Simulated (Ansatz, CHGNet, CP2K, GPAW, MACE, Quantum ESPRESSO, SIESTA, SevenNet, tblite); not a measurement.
# tblite on C(111) slab, H on the bottom face (99 atoms): settings against a plane-wave reference

Wanted: tblite inputs and outputs for C(111) slab, H on the bottom face (99 atoms), checked against a plane-wave reference.

Method: the method is named at each step, in tblite 0.8.0.

## (1) Set-up

The cell holds 99 atoms: 90 C and 9 H. Its edges and angles: a = 7.567 Å, b = 7.567 Å, c = 21.842 Å, α = 90.0°, β = 90.0°, γ = 120.0°. It derives from C (diamond-structure). Diamond-structure C (a = 3.567 Å), (111) slab of 10 atomic planes, 3 x 3 surface cells, H on the broken bonds of the bottom face, 12 Å of vacuum; displaced by a Gaussian of 0.02 Å. Then every atom was moved at random, 0.03 Å r.m.s. a Cartesian component (hydrogen 0.6 of that). Regions: slab, 90 atoms (90 C); hydrogen, 9 atoms (9 H). Vacuum lies along c.

The yardstick, on the same geometry:

| Quantity | Value |
| --- | --- |
| method | Kohn-Sham DFT, PBE, PAW, plane waves (Ansatz 0.2.0); cutoff 420 eV, Γ point, fermi-dirac smearing of 0.05 eV; PAW set soft_2 |
| r.m.s. force component | 1.862 eV/Å |
| longest force | 6.641 eV/Å |
| SCF cycles | 25 |
| time | 14 s on 4 threads of Intel Xeon 6975P-C (Granite Rapids), shared host |
| CPU time | 47 s |

## (2) GFN1-xTB

Method: GFN1-xTB tight binding, diagonalisation.

run.py

```python
import numpy as np
from ase.io import read
from tblite.ase import TBLite

atoms = read("structure.xyz")
atoms.calc = TBLite(method="GFN1-xTB", electronic_temperature=580, accuracy=1.0, max_iterations=250, mixer_damping=0.1, verbosity=1)
energy = atoms.get_potential_energy()
forces = atoms.get_forces()
print(f"energy {energy:.6f} eV")
print("forces (eV/A)")
for i, (a, f) in enumerate(zip(atoms, forces)):
    print(f"{i:4d} {a.symbol:2s} {f[0]:10.5f} {f[1]:10.5f} {f[2]:10.5f}")
print("charges (e)")
print(np.array2string(atoms.get_charges(), precision=4, suppress_small=True, max_line_width=110, threshold=100000))
```

structure.xyz

```xyz
99
Lattice="7.56675 0.00000 0.00000 -3.78337 6.55300 0.00000 0.00000 0.00000 21.84249" Properties=species:S:1:pos:R:3 pbc="T T T"
C -0.00525 5.85910 7.59813
C -1.28475 6.55195 7.10449
C -1.21559 5.08146 9.61834
C 0.02800 5.81579 9.17472
C 2.54050 0.00806 11.73095
C -1.21170 5.14417 11.21022
C 0.05645 5.88302 13.75596
C 2.49952 0.03250 13.30950
C -1.22153 5.10118 15.81986
C 0.01529 5.86244 15.36532
C 1.26762 3.63187 7.61779
C 0.03012 4.38645 7.09226
C -0.00601 2.89387 9.73651
C 1.29093 3.62479 9.15615
C 0.00352 4.40001 11.75585
C 0.03019 2.86917 11.22486
C 1.26656 3.63357 13.81734
C -0.04941 4.35971 13.19046
C -0.00427 2.94472 15.79496
C 1.23486 3.62256 15.27598
C 2.54478 5.82011 7.58612
C 5.01501 0.00931 7.15123
C 1.24587 5.09705 9.68780
C 2.50146 5.78650 9.16052
C 5.00321 0.06134 11.79079
C 1.18061 5.09397 11.18445
C 2.48334 5.83649 13.79004
C 1.32952 6.53550 13.24354
C 1.28230 5.11167 15.80282
C 2.57716 5.69928 15.29673
C 2.54020 1.44068 7.59616
C 1.23936 2.22527 7.06932
C 1.22918 0.76559 9.55915
C 2.49082 1.43576 9.13147
C 1.26963 2.21413 11.68792
C 1.31563 0.74101 11.26111
C 2.52873 1.47285 13.73347
C 1.25813 2.15699 13.34401
C 1.24844 0.76775 15.85131
C 2.52881 1.39028 15.32600
C 3.81164 3.66555 7.63242
C 2.50524 4.36358 7.10318
C 2.49991 2.88778 9.65569
C 3.75845 3.62532 9.15397
C 2.50429 4.33363 11.69294
C 2.50921 2.95108 11.21000
C 3.75720 3.69576 13.75400
C 2.62468 4.40781 13.31059
C 2.53857 2.90901 15.83340
C 3.76866 3.60579 15.25589
C -2.51518 5.82286 7.55750
C 0.03488 0.00577 7.11934
C 3.74948 5.08513 9.66530
C -2.53342 5.85838 9.17210
C 3.78966 6.52810 11.73379
C 3.73832 5.09804 11.22114
[... 39 atom lines left out ...]
H 0.01006 0.01782 6.00668
H 3.80222 2.19276 5.99096
H 5.02762 4.34484 6.04491
H -1.22736 2.17055 6.03726
```

Run with:

```console
$ OMP_NUM_THREADS=1 python run.py > output.txt
```

The log of the run:

```text
------------------------------------------------------------
  cycle        total energy    energy error   density error
------------------------------------------------------------
      1     -193.5445536284  -1.9536518E+02   8.6540980E-01
      2     -195.4067934437  -1.8622398E+00   7.8203718E-01
      3     -194.8705743155   5.3621913E-01   5.5558637E-01
      4     -183.4189494721   1.1451625E+01   1.8811768E-01
      5     -194.6813799417  -1.1262430E+01   1.4677074E-01
      6     -194.9450566483  -2.6367671E-01   1.2302490E-01
      7     -195.1884896307  -2.4343298E-01   8.2856870E-02
      8     -195.3478308459  -1.5934122E-01   5.7728909E-02
      9     -195.4925881253  -1.4475728E-01   3.4101952E-02
     10     -195.5419027935  -4.9314668E-02   2.1233747E-02
     11     -195.5786332434  -3.6730450E-02   1.8230756E-02
     12     -195.5937011570  -1.5067914E-02   1.4919407E-02
     13     -195.5991694961  -5.4683391E-03   7.1058793E-03
     14     -195.5844992547   1.4670241E-02   2.1808523E-02
     15     -195.5998898698  -1.5390615E-02   9.2437441E-03
     16     -195.5980939674   1.7959024E-03   1.0143328E-02
     17     -195.6015672183  -3.4732509E-03   2.2318321E-03
     18     -195.6016405129  -7.3294660E-05   1.8671328E-03
     19     -195.6013614836   2.7902932E-04   3.4942540E-03
     20     -195.6014533692  -9.1885561E-05   2.8789802E-03
     21     -195.6017695123  -3.1614313E-04   1.0355836E-03
     22     -195.6017840341  -1.4521773E-05   8.5852930E-04
     23     -195.6018067879  -2.2753797E-05   1.0725965E-04
     24     -195.6018068649  -7.7061998E-08   7.0848347E-05
     25     -195.6018065249   3.4007775E-07   1.4760657E-04
     26     -195.6018068640  -3.3909265E-07   9.7839995E-05
     27     -195.6018071250  -2.6102299E-07   2.6231009E-05
     28     -195.6018071291  -4.1508201E-09   2.3375787E-05
     29     -195.6018071385  -9.4152881E-09   1.2787621E-05
------------------------------------------------------------
 total:                                   3.998 sec
energy -5322.596281 eV
forces (eV/A)
   0 C    -0.10141   -1.58329    0.93443
   1 C     1.31682    0.40198    0.29507
   2 C    -1.70322    1.73223    2.15599
   3 C    -0.89511    0.80426   -1.96785
   4 C     0.67781    0.02841    0.51493
   5 C    -2.61542   -2.05356   -0.61258
   6 C    -2.46252   -2.28348    0.04654
   7 C     1.62866   -1.15524   -1.23588
   8 C    -1.46254    0.20995   -3.22086
   9 C     0.97087   -2.80931    1.31827
  10 C    -0.33848    0.91120   -0.13547
  11 C    -0.99864   -0.26834   -0.72399
  12 C     0.54191    1.54279   -2.95359
  13 C    -2.02716    0.39673    0.50125
  14 C    -1.01696   -1.93920   -2.96890
  15 C    -1.73007    2.32150    0.72929
  16 C     0.36960    0.49611   -3.06976
  17 C     3.26227    1.70624    4.72993
  18 C     0.56851   -1.45148   -2.55367
  19 C     1.07622    0.85182    5.34227
  20 C    -1.35846    0.13818    1.37212
  21 C     1.84951    0.55641   -2.69626
  22 C     0.48732   -0.76649   -1.02362
  23 C     0.62653    1.48276   -0.69341
[...]
91 H     0.33185    0.36002    1.06758
  92 H    -0.21290    0.20507    1.33368
  93 H    -0.11210    0.21241   -1.55464
  94 H     0.00469   -0.06251    0.34449
  95 H     0.00253    0.10226    0.29638
  96 H     0.00720    0.23850   -0.05440
  97 H    -0.16429    0.05813   -1.12884
  98 H    -0.03062   -0.11323   -1.96507
charges (e)
[ 0.0086 -0.0283  0.002  -0.0011  0.0068 -0.0117  0.0176 -0.0015 -0.0518  0.0416  0.0167 -0.0353  0.0022
 -0.0089  0.0124  0.0019  0.0143 -0.0075 -0.0471  0.022   0.0036 -0.029   0.0107 -0.0028  0.0095 -0.0092
  0.0406  0.0146 -0.0524  0.0399  0.0003 -0.0427  0.0026  0.0024  0.0006 -0.0151  0.0243 -0.0029 -0.0568
  0.0137  0.0108 -0.0345  0.0048 -0.0007 -0.0085  0.012   0.0301  0.0003 -0.0626  0.0109  0.0105 -0.0263
 -0.0003 -0.0138  0.0104  0.0038  0.0236 -0.0136 -0.0779  0.0191  0.0106 -0.0357 -0.0055  0.0009 -0.0079
  0.0063  0.0312 -0.0003 -0.0465  0.0272  0.0066 -0.0292 -0.0066 -0.0036 -0.0068 -0.0093  0.0342 -0.0047
 -0.068   0.0356  0.0125 -0.0386 -0.0133  0.0063  0.0095 -0.0132  0.0395 -0.0223 -0.0693  0.0375  0.0396
  0.0302  0.0224  0.0427  0.0335  0.0335  0.0362  0.0399  0.0422]
```

The job ended after 4.5 s (1 thread of Intel Xeon 6975P-C (Granite Rapids), shared host; peak memory 0.12 GiB).

Banners, paths, timers and routine set-up lines are dropped from the logs unmarked, and long logs keep their key lines alone; longer cuts are marked.

Numbers from this run, and their distance from the reference:

```
r.m.s. force component                  : 1.823 eV/Å
r.m.s. difference of force components   : 384.4 meV/Å
longest difference of force vectors     : 1850 meV/Å
force difference over r.m.s. force      : 20.64 %
slope of forces against the reference's : 0.9579
correlation of force components         : 0.9785
```

Length of the force difference by element (eV/Å):

```
element  atoms  mean  most
      C     90  0.61   1.8
      H      9  0.23  0.25
```

The surroundings of C59, whose charge lies farthest from its element's mean, nearest first, numbered as they follow in the input and with coordinates relative to it.

```
atom      x      y      z  distance (Å)  bonds  Mulliken charge (e)     Fx     Fy  Fz (eV/Å)
 C59   0.00   0.00   0.00          0.00      3                -0.08   3.05  -1.54      -3.49
 C30  -1.15   0.62  -0.57          1.43      4                 0.04  -2.98   4.67       3.72
 C60   1.28   0.76  -0.53          1.58      4                 0.02   0.93  -1.06       3.84
 C50   0.04  -1.48  -0.61          1.60      4                 0.01   1.29   0.77       5.18
 C29  -2.45   0.03  -0.07          2.45      3                -0.05  -0.50  -1.61      -3.02
 C89  -1.17   2.17  -0.03          2.46      3                -0.07  -0.87   0.20      -3.39
 C49  -1.19  -2.17  -0.03          2.48      3                -0.06  -0.48  -0.99      -3.97
 C47   0.03  -1.39  -2.11          2.53      4                 0.03   4.09  -2.88       0.34
 C27  -1.25   0.75  -2.08          2.54      4                 0.04   3.36  -0.65      -1.00
 C57   1.32   0.72  -2.06          2.55      4                 0.02  -0.93   1.25      -1.05
 C79   1.36  -2.16  -0.03          2.55      3                -0.07  -1.85  -0.27      -3.66
 C39   1.30   2.24  -0.02          2.59      3                -0.06   0.93  -1.75      -3.34
  C9   2.61   0.02  -0.05          2.61      3                -0.05  -1.46   0.21      -3.22
```

Atoms are counted from 1 here, from 0 in the log.

Forces lie 21 % from the reference's, at 0.097 times its CPU time (on 1 against 4 cores).

The difference per atom is largest on C (0.61 eV/Å on average, against 0.23 on H).

## (3) GFN2-xTB

Method: GFN2-xTB tight binding, diagonalisation.

run.py: that of step 2 with these lines changed.

```diff
@@ -5,3 +5,3 @@
 atoms = read("structure.xyz")
-atoms.calc = TBLite(method="GFN1-xTB", electronic_temperature=580, accuracy=1.0, max_iterations=250, mixer_damping=0.1, verbosity=1)
+atoms.calc = TBLite(method="GFN2-xTB", electronic_temperature=580, accuracy=1.0, max_iterations=250, mixer_damping=0.1, verbosity=1)
 energy = atoms.get_potential_energy()
```

structure.xyz is that of step 2.

The log of the run:

```text
------------------------------------------------------------
  cycle        total energy    energy error   density error
------------------------------------------------------------
      1     -195.3464049223  -1.9783906E+02   7.6980477E-02
      2     -197.4538578367  -2.1074529E+00   8.2237399E-02
      3     -197.6253643752  -1.7150654E-01   7.1645156E-02
[...]
23     -197.9323390654   2.9476155E-09   4.1377455E-05
     24     -197.9323392282  -1.6276218E-07   8.5295717E-06
------------------------------------------------------------
 total:                                  10.395 sec
energy -5386.013289 eV
forces (eV/A)
   0 C    -0.08060   -1.55752    0.77308
   1 C     1.29834    0.39787    0.42438
   2 C    -1.70758    1.71699    2.04913
[...]
97 H    -0.15584    0.06287   -0.99274
  98 H    -0.04501   -0.11975   -1.77458
charges (e)
[ 0.0072 -0.0291  0.001   0.0049  0.0049 -0.0112  0.0065  0.0017 -0.0521  0.039   0.0142 -0.0348  0.002
 -0.0021  0.0111  0.0016  0.0076 -0.0027 -0.0429  0.0229  0.0018 -0.0281  0.0099  0.0021  0.0076 -0.0077
  0.0328  0.0184 -0.0521  0.036  -0.0014 -0.0411  0.0022  0.0066 -0.0006 -0.0152  0.0184 -0.0006 -0.046
  0.0096  0.0096 -0.0342  0.0048  0.0039 -0.0081  0.0097  0.0242  0.0022 -0.06    0.0092  0.0096 -0.0277
 -0.0007 -0.0095  0.0068  0.0026  0.0153 -0.008  -0.0613  0.014   0.0091 -0.036  -0.0068  0.0053 -0.0085
  0.0061  0.0211  0.0024 -0.0398  0.023   0.0042 -0.03   -0.0067  0.0006 -0.0086 -0.0102  0.0242 -0.0006
 -0.0547  0.0317  0.0102 -0.0378 -0.0132  0.0102  0.0064 -0.0125  0.0281 -0.0155 -0.068   0.0334  0.0427
  0.0279  0.0181  0.0454  0.0339  0.034   0.0368  0.0439  0.046 ]
```

It took 11 s on 1 thread; peak memory 0.12 GiB.

Against the reference:

```
r.m.s. force component                  : 1.803 eV/Å
r.m.s. difference of force components   : 360 meV/Å
longest difference of force vectors     : 1839 meV/Å
force difference over r.m.s. force      : 19.33 %
slope of forces against the reference's : 0.9501
correlation of force components         : 0.9812
```

Against the first run (21 %), the force difference from the reference is 19 %, at 2.5 times the CPU time.

## (4) The ladder

Differences are against the plane-wave reference, forces as r.m.s. over components; share is that over the reference's r.m.s. force, slope the least-squares factor from reference forces to these. Total energies of different programs have different zeros and aren't compared.

```
            run  Δ force, r.m.s. (meV/Å)  share (%)  slope  cores  CPU time  memory (GiB)
      reference                        -          -      -      4      47 s           1.3
tblite GFN1-xTB                      384       20.6  0.958      1     4.5 s          0.12
tblite GFN2-xTB                      360       19.3  0.950      1      11 s          0.12
```

CPU time is summed over cores on a shared host, where runs went side by side, so it is rough. Symmetry, cutoffs, thresholds, outputs and thread counts weren't matched or tuned between programs; memory under MPI is the largest rank's times the ranks.

Mean charges by element (e), by run and scheme:

```
            run    scheme     C      H
      reference    Löwdin  0.00  +0.16
tblite GFN1-xTB  Mulliken  0.00  +0.04
tblite GFN2-xTB  Mulliken  0.00  +0.04
```

The reference's Löwdin charges lack the electrons that the projection spills, 0.018 e an atom on average.

A second geometry, displaced anew (every atom was moved at random, 0.04 Å r.m.s. a Cartesian component (hydrogen 0.6 of that)), gives an energy difference that all programs can be tested on. The reference puts it at 41.79 meV/atom.

```
            run  energy less the first geometry's (meV/atom)  error (meV/atom)  force share at the second geometry (%)
tblite GFN1-xTB                                        44.19              2.40                                    19.0
tblite GFN2-xTB                                        44.44              2.66                                    17.8
```

## (5) Outcome

| Property | Result |
| --- | --- |
| nearest in forces | tblite GFN2-xTB, 19 % |
| its CPU time | 11 s |

In words: Tight binding differs by 19 % (tblite GFN2-xTB) to 21 % (tblite GFN1-xTB); it is another model, with fitted parameters of its own, and the xTB methods hold dispersion. Of the electronic-structure runs that take under half the reference's CPU time, tblite GFN2-xTB comes nearest, at 19 % in 11 s against 47 s. Charges hang on model, scheme and program or settings: among these rows the mean for H runs from +0.04 to +0.16 e. The energy difference between the two geometries, 41.8 meV/atom in the reference, is met best by tblite GFN1-xTB (+2.4) and worst by tblite GFN2-xTB (+2.66). Periodic xTB results under one method name differ between programs and library versions. The electron count is odd in Ansatz plane waves (reference), and they have no spin polarisation, so the unpaired electron is spread evenly over both spins. The runs have no spin polarisation, so any moments at edges, vacancies or dangling bonds can't form. The electron count is odd and the run has no spin polarisation, so levels at the top are partly filled by construction. The electronic-structure runs sample only Γ, in a cell whose shortest periodic width is 7 Å, which is coarse for a cell with partly filled levels.

[Also dropped from logs without a mark: logging warnings of Python, and SIESTA's first energy breakdown and zero terms.]

[Logs are printed without paths, hosts, clocks, repeated set-up lines and the standing remarks that a program may print on its own settings, such as how far it seeks lower states.]

[Hosts, paths, dates, database ids (printed as entryN), source tags and the programs' standing remarks are cut or masked in the printed files.]
